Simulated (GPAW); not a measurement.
# Does bcc Fe15Ni1 carry moments in GPAW?

Aim: find out whether bcc Fe15Ni1 carries moments when they start parallel, and what they gain.

Calculated with GPAW 26.7.0; PBE; plane waves with GPAW's PAW setups, scalar-relativistic.

### 1. The system as given

It takes space group Pm-3m (No. 221, cubic). The conventional cell has a = 5.725 Å, b = 5.725 Å, c = 5.725 Å, α = 90.00°, β = 90.00°, γ = 90.00°. Ni has 8 Fe at 2.48 Å nearest. Nearest to Fe lie 7 Fe at 2.48 Å and 1 Ni at 2.48 Å. Fe has 8 Fe at 2.48 Å nearest. Nearest to Fe lie 8 Fe at 2.48 Å. Nearest to Fe lie 8 Fe at 2.48 Å. Farther neighbours, and contacts between anions beyond the nearest, are not listed.

Structure file:

```
Ni Fe
1.0
     5.72500    0.00000    0.00000
     0.00000    5.72500    0.00000
     0.00000    0.00000    5.72500
Ni Fe
1 15
Cartesian
  0.0000 0.0000 0.0000
  1.4312 1.4312 1.4312
  0.0000 0.0000 2.8625
  1.4312 1.4312 4.2937
  0.0000 2.8625 0.0000
  1.4312 4.2937 1.4312
  0.0000 2.8625 2.8625
  1.4312 4.2937 4.2937
  2.8625 0.0000 0.0000
  4.2937 1.4312 1.4312
  2.8625 0.0000 2.8625
  4.2937 1.4312 4.2937
  2.8625 2.8625 0.0000
  4.2937 4.2937 1.4312
  2.8625 2.8625 2.8625
  4.2937 4.2937 4.2937
```

The cell is a made-up one and need not be a known phase.

### 2. Start 1: ferro ++++++++++++++++

The parallel start comes first: it fits the smallest cell, keeps the most symmetry and shows whether parallel moments form.

Input file order1.py:

```python
import json
import numpy as np
from ase import Atoms
from ase.parallel import paropen, parprint
from gpaw import GPAW

atoms = Atoms(['Ni', 'Fe', 'Fe', 'Fe', 'Fe', 'Fe', 'Fe', 'Fe', 'Fe', 'Fe', 'Fe', 'Fe', 'Fe', 'Fe', 'Fe', 'Fe'],
    cell=[[5.725, 0.0, 0.0],
         [0.0, 5.725, 0.0],
         [0.0, 0.0, 5.725]],
    scaled_positions=[[0.0, 0.0, 0.0],
         [0.25, 0.25, 0.25],
         [0.0, 0.0, 0.5],
         [0.25, 0.25, 0.75],
         [0.0, 0.5, 0.0],
         [0.25, 0.75, 0.25],
         [0.0, 0.5, 0.5],
         [0.25, 0.75, 0.75],
         [0.5, 0.0, 0.0],
         [0.75, 0.25, 0.25],
         [0.5, 0.0, 0.5],
         [0.75, 0.25, 0.75],
         [0.5, 0.5, 0.0],
         [0.75, 0.75, 0.25],
         [0.5, 0.5, 0.5],
         [0.75, 0.75, 0.75]],
    pbc=True,
    magmoms=[0.8, 2.4, 2.4, 2.4, 2.4, 2.4, 2.4, 2.4, 2.4, 2.4, 2.4, 2.4, 2.4, 2.4, 2.4, 2.4])
atoms.calc = GPAW(mode={'name': 'pw', 'ecut': 450},
    xc='PBE',
    kpts={'size': (7, 7, 7), 'gamma': True},
    occupations={'name': 'fermi-dirac', 'width': 0.05},
    convergence={'density': 1e-05, 'energy': 1e-05},
    maxiter=200,
    mixer={'name': 'pulay', 'beta': 0.04, 'nmaxold': 8, 'weight': 100},
    symmetry={'tolerance': 1e-4},
    txt='order1.txt')
e = atoms.get_potential_energy(force_consistent=True)
res = {'free_energy': e, 'energy_sigma0': atoms.get_potential_energy(), 'fermi_energy': atoms.calc.get_fermi_level()}
res['moments'] = atoms.get_magnetic_moments().tolist()
res['total'] = atoms.get_magnetic_moment()
parprint('site moments (muB):', np.round(res['moments'], 3))
parprint(f"total moment: {res['total']:.3f} muB")
parprint(f'free energy: {e:.6f} eV')
atoms.calc.write('order1.gpw')
with paropen('results.json', 'w') as f:
    json.dump(res, f)
```

Launch:

```bash
> OMP_NUM_THREADS=1 mpirun -n 4 gpaw python order1.py > order1.log
```

Log:

```text
site moments (muB): [0.962 2.476 2.314 2.476 2.314 2.476 2.378 2.476 2.314 2.476 2.378 2.476
 2.378 2.476 2.458 2.476]
total moment: 36.715 muB
free energy: -142.068500 eV

--- order1.txt ---
Input parameters:
  mode=PW(ecut=450),
  convergence={'density': 1e-05, 'energy': 1e-05},
  kpts=MonkhorstPack(size=(7, 7, 7), gamma=True),
  maxiter=200,
  mixer=Pulay(name='pulay', nmaxold=8, beta=0.04, weight=100, sigma=0.015, g_ss=None),
  occupations=Occupations(name='fermi-dirac', width=0.05),
  symmetry=Symmetry(tolerance=0.0001),
  xc=XC(name='PBE')

Diagonalizing LCAO Hamiltonian
Converting LCAO to pw mode
     .-------------.
    /|             |
   / |             |
  /  | Fe     Fe   |
 *   |             |
 | FeFe   FeFe     |
 |   | Fe     Fe   |
 Fe  .--Fe---------.
 |  /Fe     Fe    /
 | Fe     Fe     /
 |/             /
 Ni-----Fe-----*

Atoms  # Å, Bohr magnetons
|    | symbol |        x |        y |        z |    initial magnetic moments |
|----|--------|----------|----------|----------|-----------------------------|
|  0 |     Ni | 0.000000 | 0.000000 | 0.000000 | ( 0.0000,  0.0000,  0.8000) |
|  1 |     Fe | 1.431250 | 1.431250 | 1.431250 | ( 0.0000,  0.0000,  2.4000) |
|  2 |     Fe | 0.000000 | 0.000000 | 2.862500 | ( 0.0000,  0.0000,  2.4000) |
|  3 |     Fe | 1.431250 | 1.431250 | 4.293750 | ( 0.0000,  0.0000,  2.4000) |
|  4 |     Fe | 0.000000 | 2.862500 | 0.000000 | ( 0.0000,  0.0000,  2.4000) |
|  5 |     Fe | 1.431250 | 4.293750 | 1.431250 | ( 0.0000,  0.0000,  2.4000) |
|  6 |     Fe | 0.000000 | 2.862500 | 2.862500 | ( 0.0000,  0.0000,  2.4000) |
|  7 |     Fe | 1.431250 | 4.293750 | 4.293750 | ( 0.0000,  0.0000,  2.4000) |
|  8 |     Fe | 2.862500 | 0.000000 | 0.000000 | ( 0.0000,  0.0000,  2.4000) |
|  9 |     Fe | 4.293750 | 1.431250 | 1.431250 | ( 0.0000,  0.0000,  2.4000) |
| 10 |     Fe | 2.862500 | 0.000000 | 2.862500 | ( 0.0000,  0.0000,  2.4000) |
| 11 |     Fe | 4.293750 | 1.431250 | 4.293750 | ( 0.0000,  0.0000,  2.4000) |
| 12 |     Fe | 2.862500 | 2.862500 | 0.000000 | ( 0.0000,  0.0000,  2.4000) |
| 13 |     Fe | 4.293750 | 4.293750 | 1.431250 | ( 0.0000,  0.0000,  2.4000) |
| 14 |     Fe | 2.862500 | 2.862500 | 2.862500 | ( 0.0000,  0.0000,  2.4000) |
| 15 |     Fe | 4.293750 | 4.293750 | 4.293750 | ( 0.0000,  0.0000,  2.4000) |

Unit cell  # Å
| periodic |        x |        y |        z |  lengths |    angles |
|----------|----------|----------|----------|----------|-----------|
|      yes | 5.725000 | 0.000000 | 0.000000 | 5.725000 | 90.000000 |
|      yes | 0.000000 | 5.725000 | 0.000000 | 5.725000 | 90.000000 |
|      yes | 0.000000 | 0.000000 | 5.725000 | 5.725000 | 90.000000 |

Number of symmetries: 48

BZ-sampling:
  Number of BZ points: 343
  Number of IBZ points: 20

  Monkhorst-Pack size: [7, 7, 7]
  Monkhorst-Pack shift: [0, 0, 0]

K-points  # in reciprocal-cell coordinates
|     |                                coordinates |     weight |
|-----|--------------------------------------------|------------|
|   0 | (  0.00000000,   0.00000000,   0.00000000) | 0.00291545 |
|   1 | (  0.14285714,   0.00000000,   0.00000000) | 0.01749271 |
|   2 | (  0.14285714,   0.14285714,   0.00000000) | 0.03498542 |
|   3 | (  0.14285714,   0.14285714,   0.14285714) | 0.02332362 |
|   4 | (  0.28571429,   0.00000000,   0.00000000) | 0.01749271 |
|   5 | (  0.28571429,   0.14285714,   0.00000000) | 0.06997085 |
|   6 | (  0.28571429,   0.14285714,   0.14285714) | 0.06997085 |
|   7 | (  0.28571429,   0.28571429,   0.00000000) | 0.03498542 |
|   8 | (  0.28571429,   0.28571429,   0.14285714) | 0.06997085 |
|   9 | (  0.28571429,   0.28571429,   0.28571429) | 0.02332362 |
| ... |                                            |            |
|  19 | (  0.42857143,   0.42857143,   0.42857143) | 0.02332362 |

Plane wave coefficients: 4082
Cutoff: 450.000000 eV

Spin-components: 2 (collinear spins)
Bands:           108
Projectors:      96
Spin-degeneracy: 1
Datatype:        complex128

Parallelization:
  kpt:    4
  domain: 1
  band:   1

Density:
  Valence electrons: 136.0
  Components: 2
  Grid points: [30 30 30]
  Charge: 0.0  # |e|

Potential:
  Grid points: [30 30 30]

species:
  Ni:
    name:    Nickel
    Z:       28.0
    valence: 16
    core:    12
    charge:  0.0  # [|e|]
    compensation charges:
      type: gauss
      rc: 0.36  # [Å]
      lmax: 2
    cutoffs:
      filter: 2.14  # [Å]
      core: 1.98  # [Å]
    projectors
    | kind |    occ | energy [eV] | rcut [Å] |
    |------|--------|-------------|----------|
    |   4s |  2.000 |      -5.642 |    1.164 |
    |   3p |  6.000 |     -71.394 |    1.207 |
    |   4p |  0.000 |      -1.226 |    1.207 |
    |   3d |  8.000 |      -8.875 |    1.138 |
    |    s |        |      21.570 |    1.164 |
    |    d |        |      18.337 |    1.138 |

    Using partial waves for Ni as LCAO basis

  Fe:
    name:    Iron
    Z:       26.0
    valence: 8
    core:    18
    charge:  0.0  # [|e|]
    compensation charges:
      type: gauss
      rc: 0.33  # [Å]
      lmax: 2
    cutoffs:
      filter: 2.06  # [Å]
      core: 2.67  # [Å]
    projectors
    | kind |    occ | energy [eV] | rcut [Å] |
    |------|--------|-------------|----------|
    |   4s |  2.000 |      -5.291 |    1.164 |
    |   4p |  0.000 |      -1.326 |    1.058 |
    |   3d |  6.000 |      -7.505 |    1.058 |
    |    s |        |      21.920 |    1.164 |
    |    p |        |      25.885 |    1.058 |
    |    d |        |      19.706 |    1.058 |

    Using partial waves for Fe as LCAO basis

Reference energy: -560659.817446  # eV

eigensolver:
  PPCG
  Converge bands: occupied
  niter=2

density mixing:
  Pulay-Mixer
  Linear mixing parameters: 0.04
  Old densities: 8
  Fourier metric: weight=100, sigma=0.015

occupation numbers:
  Fermi-Dirac:
    width: 0.0500  # eV

poisson solver:
  ecut: 3600.000000  # eV

xc functional:
  name: PBE with 2 nearest neighbor stencil

convergence criteria:
- Maximum integral of absolute [dens]ity change: 1e-05 electrons / valence electron
- Maximum [total energy] change in last 3 cyles: 1e-05 eV / valence electron
- Maximum integral of absolute [eigenst]ate change: 4e-08 eV^2 / valence electron
maximum number of iterations: 200

SCF iterations
|iter     |      energy | eigst |  dens |  magmom |
|---------|-------------|-------|-------|---------|
|iter:   1|       0s | -140.083063 | +0.52 |       | +36.8635|
|iter:   2|      20s | -140.261232 | -0.96 | -1.10 | +36.7972|
|iter:   3|      40s | -140.248833 | -1.63 | -1.11 | +36.7347|
|iter:   4|      58s | -140.374587 | -1.96 | -1.14 | +36.5518|
|iter:   5|      77s | -140.515874 | -2.52 | -1.24 | +36.5081|
|iter:   6|      95s | -140.813432 | -2.88 | -1.26 | +36.4579|
|iter:   7|     113s | -141.825804 | -1.84 | -1.31 | +36.2979|
|iter:   8|     131s | -141.889707 | -2.71 | -1.69 | +36.2766|
|iter:   9|     149s | -141.986247 | -2.55 | -1.77 | +36.2567|
|iter:  10|     169s | -141.991506 | -3.38 | -2.16 | +36.2746|
[... 15 iterations left out ...]
|iter:  26|     451s | -142.011124c| -7.69c| -4.46 | +36.7135|
|iter:  27|     460s | -142.011126c| -8.18c| -4.59 | +36.7141|
|iter:  28|     470s | -142.011124c| -8.47c| -4.61 | +36.7137|
|iter:  29|     480s | -142.011119c| -8.08c| -4.62 | +36.7130|
|iter:  30|     490s | -142.011120c| -8.12c| -4.64 | +36.7134|
|iter:  31|     499s | -142.011120c| -7.94c| -4.68 | +36.7136|
|iter:  32|     509s | -142.011122c| -7.97c| -4.73 | +36.7143|
|iter:  33|     518s | -142.011124c| -8.08c| -4.79 | +36.7151|
|iter:  34|     529s | -142.011124c| -8.28c| -4.99 | +36.7152|
|iter:  35|     539s | -142.011123c| -8.50c| -5.13c| +36.7151|

Converged in 35 steps
Energy contributions relative to reference atoms: (reference = -560659.817446)

Energy contributions:
  Kinetic:         117.255043
  Coulomb:         -98.052566
  Zero:              2.488820
  External:          0.000000
  Xc:             -163.645042
  Entropy:          -0.114755
  Spinorbit:         0.000000
  ----------------------------
  Free energy:    -142.068500
  Extrapolated:   -142.011123

dipole moment: (-53.860498, -53.860498, -53.860498)  # |e|*Ang

Total magnetic moment: (0.000000, 0.000000, 36.715104)

Local magnetic moments
|        x |        y |        z |
|----------|----------|----------|
| 0.000000 | 0.000000 | 0.962242 |  # Ni   0
| 0.000000 | 0.000000 | 2.475914 |  # Fe   1
| 0.000000 | 0.000000 | 2.314381 |  # Fe   2
| 0.000000 | 0.000000 | 2.475914 |  # Fe   3
| 0.000000 | 0.000000 | 2.314381 |  # Fe   4
| 0.000000 | 0.000000 | 2.475914 |  # Fe   5
| 0.000000 | 0.000000 | 2.378269 |  # Fe   6
| 0.000000 | 0.000000 | 2.475914 |  # Fe   7
| 0.000000 | 0.000000 | 2.314381 |  # Fe   8
| 0.000000 | 0.000000 | 2.475914 |  # Fe   9
| 0.000000 | 0.000000 | 2.378269 |  # Fe  10
| 0.000000 | 0.000000 | 2.475914 |  # Fe  11
| 0.000000 | 0.000000 | 2.378269 |  # Fe  12
| 0.000000 | 0.000000 | 2.475914 |  # Fe  13
| 0.000000 | 0.000000 | 2.458019 |  # Fe  14
| 0.000000 | 0.000000 | 2.475914 |  # Fe  15

Fermi level: 9.643
Eigenvalues  # (at kpt = [0.000, 0.000, 0.000])
| band index |      eig [eV] | occ [0-1] |      eig [eV] | occ [0-1] |
|------------|---------------|-----------|---------------|-----------|
|          0 |       -55.112 |     1.000 |       -53.845 |     1.000 |
|        ... |               |           |               |           |
|         54 |         8.372 |     1.000 |        10.070 |     0.000 |
|         55 |         8.372 |     1.000 |        10.070 |     0.000 |
|         56 |         8.377 |     1.000 |        10.070 |     0.000 |
|         57 |         8.377 |     1.000 |        10.284 |     0.000 |
|         58 |         8.377 |     1.000 |        10.284 |     0.000 |
|         59 |         8.511 |     1.000 |        10.513 |     0.000 |
|         60 |         8.516 |     1.000 |        10.513 |     0.000 |
|         61 |         8.516 |     1.000 |        10.513 |     0.000 |
|         62 |         8.524 |     1.000 |        10.679 |     0.000 |
|         63 |         8.524 |     1.000 |        10.679 |     0.000 |
|         64 |         8.524 |     1.000 |        10.739 |     0.000 |
|         65 |         8.586 |     1.000 |        11.177 |     0.000 |
|         66 |         8.586 |     1.000 |        11.177 |     0.000 |
|         67 |         8.586 |     1.000 |        11.177 |     0.000 |
|         68 |         8.621 |     1.000 |        11.270 |     0.000 |
|        ... |               |           |               |           |
|        107 |        17.880 |     0.000 |        18.838 |     0.000 |

No gap
No difference between direct/indirect transitions
```

Run time: 9.8 min. Hardware: 4 MPI ranks of Intel Xeon at 2.50GHz (Skylake/Cascade Lake), shared host; peak memory 1.4 GiB.

Spin moment in the augmentation sphere by atom:

```csv
atom,spin moment in the augmentation sphere (μB)
Ni1,0.96
Fe2,2.48
Fe3,2.31
Fe4,2.48
Fe5,2.31
Fe6,2.48
Fe7,2.38
Fe8,2.48
Fe9,2.31
Fe10,2.48
Fe11,2.38
Fe12,2.48
Fe13,2.38
Fe14,2.48
Fe15,2.46
Fe16,2.48
```

Numbers from this step:

* magnetization: 36.72 μB
* final state: ferromagnetic

After 35 cycles the largest moment stands at 2.48 μB.

[end of part 1 of 2]

[Long decimals in the printed logs are rounded to 6 places.]

[Logs and program files are shortened in this print: banners, set-up blocks, solver, clock and traceback lines can be left out without a mark of their own.]

[Logs are printed without paths, hosts, clocks, repeated set-up lines and the standing remarks that a program may print on its own settings, such as how far it seeks lower states.]

[Hosts, paths, dates, database ids (printed as entryN), source tags and the programs' standing remarks are cut or masked in the printed files.]

[Where the starting crystal was built by hand or by swapping elements, it need not be the compound's stable phase.]

[Where a cell is said to come from a database of computed structures, the database is the Materials Project.]

[Runs that the program refused, that were killed for memory or that had too few empty states are not shown or counted.]

[Lattice constants of own cells that a recipe calls measured were typed without a cited source.]
